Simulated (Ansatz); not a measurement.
# Work function of Pd(111): what the settings cost and change

Aim: the work function of Pd(111) across levels of theory at one geometry.

Program: Ansatz 0.2.0. Level of theory: plane-wave DFT, PBE, Ansatz PAW, in the first sound run; inputs show where later runs differ. Values are calculated unless marked as measured.

Experimental background.

“Anisotropic work function of elemental crystals” (2019, arxiv:1902.07811) quotes from earlier work for Pd (clean (111) face, a compiled value): work function (clean (111) face, a compiled value) 5.67 eV.

Report form: inputs, costs, results and the conclusion, without the logs.

## 1. The starting structure

The cell holds 7 atoms: 7 Pd. Its edges and angles: a = 2.751 Å, b = 2.751 Å, c = 31.475 Å, α = 90.0°, β = 90.0°, γ = 60.0°. Vacuum lies along c.

## 2. Slab, setting PBE, Ansatz PAW (420 eV)

A work function rests on the faint tail of the density, so the SCF threshold is tight. PBE on the default files comes first; the next runs keep the geometry and change functional or files, each at the cutoff that its files recommend; a relaxation and, for heavy metals, spin-orbit coupling close the ladder.

Contents of input.yaml:

```yaml
crystal:
  lattice:
    - [2.7506453788, 0.0, 0.0]
    - [1.3753226894, 2.3821287749, 0.0]
    - [0.0, 0.0, 31.4753552829]
  atoms:
    - { symbol: Pd, position: [0.0, 0.0, 0.2859379956] }
    - { symbol: Pd, position: [0.3333333333, 0.3333333333, 0.3572919971] }
    - { symbol: Pd, position: [0.6666666667, 0.6666666667, 0.4286459985] }
    - { symbol: Pd, position: [0.0, 0.0, 0.5] }
    - { symbol: Pd, position: [0.3333333333, 0.3333333333, 0.5713540015] }
    - { symbol: Pd, position: [0.6666666667, 0.6666666667, 0.6427080029] }
    - { symbol: Pd, position: [0.0, 0.0, 0.7140620044] }
kpoints:
  mp_grid: { grid: [17, 17, 1] }
hamiltonian:
  xc: pbe
scf:
  occupations: { method: fermi_dirac, width: 0.1 }
  convergence: { dr2_threshold: 1.0e-09 }
efield:
  axis: 3
  dipole_correction: true
  ramp_position: 0.97
  ramp_width: 0.06
output:
  write_potential: true
  write_density: true
  volumetric_format: npy
  elf: true
```

Command:

```bash
> ansatz run input.yaml --threads 4 --pin off --max-ram 6144MiB --backend cpu --events-out ev --progress --plain --runs-dir out
```

It took 48 s on 4 threads of Arm Neoverse N1, shared host; peak memory 0.92 GiB; 2.4 min of CPU time.

Numbers from this step:

* energy at zero smearing: -48808.7905 eV
* work function, upper face: 5.220 eV

Running mean over 2.246 Å of the planar mean; the ramp of the sawtooth is left out. The electron's electrostatic potential energy less the Fermi level by z:

| z (Å) | electron's electrostatic potential energy less the Fermi level (eV) |
| --- | --- |
| 4 | 5.22 |
| 5 | 5.22 |
| 6 | 5.17 |
| 7 | 4.37 |
| 8 | -3.14 |
| 9 | -8.28 |
| 10 | -8.52 |
| 11 | -8.61 |
| 12 | -8.66 |
| 13 | -8.67 |
| 14 | -8.68 |
| 15 | -8.67 |
| 16 | -8.67 |
| 17 | -8.68 |
| 18 | -8.68 |
| 19 | -8.67 |
| 20 | -8.65 |
| 21 | -8.55 |
| 22 | -8.46 |
| 23 | -6.94 |
| 24 | 1.95 |
| 25 | 5.02 |
| 26 | 5.21 |
| 27 | 5.22 |
| 28 | 5.22 |

Valence density in the ca plane at fractional y = 0.000, with atoms of Pd within 0.2 Å of it. It is the smooth field of the valence electrons, not physical close to the nuclei.

Ten steps, logarithmic in the rise over the least value, from '0' (0 e/Å³) to '9' (13 e/Å³), each cell a mean:
```
21111222236998632222111222224899841000000000
32212332224786422232212233223677631000000000
43223443222443222444322344322344310000000000
54223554222222223455323455322222210000000000
53223454222332223454322454322233210000000000
32222333223665322333222333223466421000000000
22112222236898522222111222224799731000000000
21111222237999632221111122225899841000000000
```
Columns run along c (16.0 Å, from fractional 0.36 to 0.87 of the cell), rows up along a (2.8 Å). Atoms in or near the plane, at fractional coordinates: Pd at (0.50, 0.00), Pd at (0.71, 0.00).

ELF in the ca plane at fractional y = 0.000, with atoms of Pd within 0.2 Å of it. It is the smooth field of the valence electrons, not physical close to the nuclei.

Values, 5 rows by 16 columns, each cell a mean:
```
0.18 0.17 0.20 0.30 0.48 0.30 0.20 0.17 0.18 0.20 0.38 0.48 0.20 0.04 0.00 0.00
0.26 0.22 0.29 0.20 0.32 0.20 0.29 0.22 0.26 0.26 0.23 0.32 0.15 0.04 0.00 0.00
0.30 0.25 0.37 0.19 0.21 0.19 0.37 0.25 0.30 0.32 0.19 0.21 0.14 0.03 0.00 0.00
0.22 0.20 0.24 0.23 0.43 0.23 0.24 0.20 0.22 0.22 0.29 0.42 0.16 0.04 0.00 0.00
0.18 0.17 0.21 0.32 0.42 0.32 0.21 0.17 0.18 0.21 0.40 0.43 0.22 0.04 0.00 0.00
```
Columns run along c (16.0 Å, from fractional 0.36 to 0.87 of the cell), rows up along a (2.8 Å). Atoms in or near the plane, at fractional coordinates: Pd at (0.50, 0.00), Pd at (0.71, 0.00).

Electrostatic potential energy in the ca plane at fractional y = 0.000, with atoms of Pd within 0.2 Å of it. With pseudopotentials it is smooth inside the atoms' cores, unlike the true potential.

Ten even steps from '0' (-49 eV) to '9' (13 eV), each cell a mean:
```
99999999984001589999999999996200279999999999
89999888986324799888999888998533589999999999
68998768998777898767899767899877899999999999
57887557899999998656898655799999999999999999
67998657899888998756898756899988999999999999
88998878997545899878999878898644689999999999
99999999985102689999999999997300379999999999
99999999983000489999999999996100169999999999
```
Columns run along c (16.0 Å, from fractional 0.36 to 0.87 of the cell; values clipped at the 3rd and 97th percentile), rows up along a (2.8 Å). Atoms in or near the plane, at fractional coordinates: Pd at (0.50, 0.00), Pd at (0.71, 0.00).

The work function is 5.220 eV.

## 3. Slab

This step: plane-wave DFT, LDA, Ansatz PAW (Ansatz 0.2.0).

Changes to input.yaml since step 2:

```diff
@@ -16,3 +16,3 @@
 hamiltonian:
-  xc: pbe
+  xc: lda
 scf:
@@ -29,2 +29 @@
   volumetric_format: npy
-  elf: true
```

The job ended after 44 s (4 threads; peak memory 0.91 GiB).

The work function is 5.642 eV, +0.421 eV from the run “PBE, Ansatz PAW (420 eV)”, at 1.0 times its CPU time.

## 4. Slab

This step: plane-wave DFT, PBEsol, Ansatz PAW (Ansatz 0.2.0).

Changes to input.yaml since step 3:

```diff
@@ -16,3 +16,3 @@
 hamiltonian:
-  xc: lda
+  xc: pbesol
 scf:
```

Run time: 46 s. Hardware: 4 threads; peak memory 0.93 GiB.

The work function is 5.355 eV, +0.135 eV from the run “PBE, Ansatz PAW (420 eV)”, at 0.99 times its CPU time.

## 5. Slab

This step: plane-wave DFT, RPBE, Ansatz PAW (Ansatz 0.2.0).

Changes to input.yaml since step 4:

```diff
@@ -16,3 +16,3 @@
 hamiltonian:
-  xc: pbesol
+  xc: rpbe
 scf:
```

It took 44 s on 4 threads; peak memory 0.91 GiB.

The work function is 5.029 eV, -0.191 eV from the run “PBE, Ansatz PAW (420 eV)”, at 0.96 times its CPU time.

## 6. Run

This step: plane-wave DFT, r2SCAN, Ansatz PAW (Ansatz 0.2.0).

Changes to input.yaml since step 5:

```diff
@@ -16,3 +16,3 @@
 hamiltonian:
-  xc: rpbe
+  xc: r2scan
 scf:
```

Run time: 2.2 min. Hardware: 4 threads; peak memory 1.5 GiB.

The work function is 5.218 eV, -0.002 eV from the run “PBE, Ansatz PAW (420 eV)”, at 2.9 times its CPU time.

## 7. Run

This step: plane-wave DFT, PBE, JTH PAW (Ansatz 0.2.0).

Changes to input.yaml since step 6:

```diff
@@ -16,3 +16,4 @@
 hamiltonian:
-  xc: r2scan
+  xc: pbe
+  pseudopotentials: { kind: paw, source: jth }
 scf:
```

It took 4 min on 4 threads; peak memory 3 GiB.

The work function is 5.217 eV, -0.004 eV from the run “PBE, Ansatz PAW (420 eV)”, at 5.5 times its CPU time.

## 8. Run

This step: plane-wave DFT, PBE, norm-conserving (Ansatz 0.2.0).

Changes to input.yaml since step 7:

```diff
@@ -17,3 +17,3 @@
   xc: pbe
-  pseudopotentials: { kind: paw, source: jth }
+  pseudopotentials: { kind: nc }
 scf:
```

Wall time 3.2 min (4 threads); peak memory 2.8 GiB.

The work function is 5.222 eV, +0.002 eV from the run “PBE, Ansatz PAW (420 eV)”, at 4.6 times its CPU time.

## 9. Slab

This step: plane-wave DFT, LDA, norm-conserving (Ansatz 0.2.0).

Changes to input.yaml since step 8:

```diff
@@ -16,3 +16,3 @@
 hamiltonian:
-  xc: pbe
+  xc: lda
   pseudopotentials: { kind: nc }
```

Elapsed: 3.1 min, on 4 threads; peak memory 2.7 GiB; 11 min of CPU time.

The work function is 5.647 eV, +0.426 eV from the run “PBE, Ansatz PAW (420 eV)”, at 4.7 times its CPU time.

## 10. Run, setting PBE, all layers relaxed

This step: plane-wave DFT, PBE, Ansatz PAW (Ansatz 0.2.0).

Changes to input.yaml since step 9:

```diff
@@ -16,4 +16,3 @@
 hamiltonian:
-  xc: lda
-  pseudopotentials: { kind: nc }
+  xc: pbe
 scf:
@@ -26,2 +25,5 @@
   ramp_width: 0.06
+relax:
+  f_tol: 0.01
+  max_steps: 40
 output:
```

The job ended after 1.7 min (4 threads; peak memory 0.82 GiB; 5.6 min of CPU time).

The relaxation took 3 steps and lowered the energy by 0.054 eV; the largest force on the free atoms ends at 0.0072 eV/Å.

The work function is 5.244 eV, +0.024 eV from the run “PBE, Ansatz PAW (420 eV)”, at 2.3 times its CPU time.

## 11. Slab

This step: plane-wave DFT, PBE, fully relativistic PAW with spin-orbit coupling (Ansatz 0.2.0).

Changes to input.yaml since step 10:

```diff
@@ -17,2 +17,3 @@
   xc: pbe
+  pseudopotentials: { kind: paw_fr }
 scf:
@@ -25,5 +26,5 @@
   ramp_width: 0.06
-relax:
-  f_tol: 0.01
-  max_steps: 40
+magnetization:
+  noncollinear: true
+  spin_orbit: true
 output:
```

The job ended after 5.9 min (4 threads; peak memory 3.3 GiB; 22 min of CPU time).

The work function is 5.211 eV, -0.009 eV from the run “PBE, Ansatz PAW (420 eV)”, at 9.0 times its CPU time.

## 12. The series together

Times are for 4 threads of Arm Neoverse N1, shared host. The runs compared:

| no. | setting | work function, upper face (eV) | time | memory (GiB) |
| --- | --- | --- | --- | --- |
| 1 | PBE, Ansatz PAW (420 eV) | 5.220 | 48 s | 0.92 |
| 2 | LDA, Ansatz PAW (420 eV) | 5.642 | 44 s | 0.91 |
| 3 | PBEsol, Ansatz PAW (420 eV) | 5.355 | 46 s | 0.93 |
| 4 | RPBE, Ansatz PAW (420 eV) | 5.029 | 44 s | 0.91 |
| 5 | r2SCAN, Ansatz PAW (500 eV) | 5.218 | 2.2 min | 1.5 |
| 6 | PBE, JTH PAW (1110 eV) | 5.217 | 4 min | 3 |
| 7 | PBE, norm-conserving (1116 eV) | 5.222 | 3.2 min | 2.8 |
| 8 | LDA, norm-conserving (1116 eV) | 5.647 | 3.1 min | 2.7 |
| 9 | PBE, all layers relaxed | 5.244 | 1.7 min | 0.82 |
| 10 | PBE with spin-orbit coupling (420 eV) | 5.211 | 5.9 min | 3.3 |

## 13. Varying the input

This step: plane-wave DFT, PBE, Ansatz PAW (Ansatz 0.2.0).

An input spoilt on purpose, to show how the run answers: it repeats the earlier run “PBE, Ansatz PAW (420 eV)” with efield.axis from 3 to 2, and scf.max_iter set to 80; its output block differs too.

Changes to input.yaml since step 11:

```diff
@@ -17,3 +17,2 @@
   xc: pbe
-  pseudopotentials: { kind: paw_fr }
 scf:
@@ -21,4 +20,5 @@
   convergence: { dr2_threshold: 1.0e-09 }
+  max_iter: 80
 efield:
-  axis: 3
+  axis: 2
   dipole_correction: true
@@ -26,5 +26,2 @@
   ramp_width: 0.06
-magnetization:
-  noncollinear: true
-  spin_orbit: true
 output:
```

The job ended after 0.72 s (4 threads; peak memory 0.62 GiB).

The input was rejected at the start.

The program's message: “Error: efield: ion 0 (Pd) at fractional coordinate 0.0000 along the field axis lies inside the sawtooth ramp with 2 of the planes that the density is read on at each end, [0.8700, 0.1300] — the ramp m …”

The fault put into the input: the field along an axis without vacuum.

## 14. Outcome

| Property | Result |
| --- | --- |
| work function, PBE, Ansatz PAW (420 eV) | 5.220 eV |
| work function, LDA, Ansatz PAW (420 eV) | 5.642 eV |
| work function, RPBE, Ansatz PAW (420 eV) | 5.029 eV |
| work function, r2SCAN, Ansatz PAW (500 eV) | 5.218 eV |
| work function, LDA, norm-conserving (1116 eV) | 5.647 eV |
| work function, PBE, all layers relaxed | 5.244 eV |
| work function, PBE with spin-orbit coupling (420 eV) | 5.211 eV |

**Reading.** PBE on the default files gives 5.22 eV, and the settings tried spread the value from 5.03 to 5.65 eV. At one geometry LDA lies 0.42 eV above PBE. The choice of pseudopotentials moves the PBE value by 0.005 eV. Relaxing the layers changes it by +0.024 eV. Spin-orbit coupling, on the fully relativistic files, changes it by -0.01 eV. The ladder's slabs use the tabulated experimental lattice constant (two decimals; a low-temperature value for the alkali metals).

Calculation against experiment:

| quantity | measured | PBE, Ansatz PAW (420 eV) | RPBE, Ansatz PAW (420 eV) | r2SCAN, Ansatz PAW (500 eV) | LDA, norm-conserving (1116 eV) | PBE, all layers relaxed | PBE with spin-orbit coupling (420 eV) |
| --- | --- | --- | --- | --- | --- | --- | --- |
| work function (clean (111) face, a compiled value) (eV) | 5.67 | 5.22 (-0.45 eV) | 5.03 (-0.64 eV) | 5.22 (-0.45 eV) | 5.65 (-0.02 eV) | 5.24 (-0.43 eV) | 5.21 (-0.46 eV) |

Measured values from arxiv:1902.07811 (2019).

**Verdict.** For the work function, of the levels listed nearest comes LDA, norm-conserving (1116 eV) (-0.02 eV, good agreement) and farthest RPBE, Ansatz PAW (420 eV) (-0.64 eV, a clear miss).

[Long decimals in the printed logs are rounded to 6 places.]

[Logs are printed without paths, hosts, clocks, repeated set-up lines and the standing remarks that a program may print on its own settings, such as how far it seeks lower states.]

[Hosts, paths, dates, database ids (printed as entryN), source tags and the programs' standing remarks are cut or masked in the printed files.]

[Maps of the electrostatic potential energy from Ansatz leave out the sawtooth potential of an applied field or a dipole correction, so their vacuum need not be flat; planar profiles and work functions include it.]
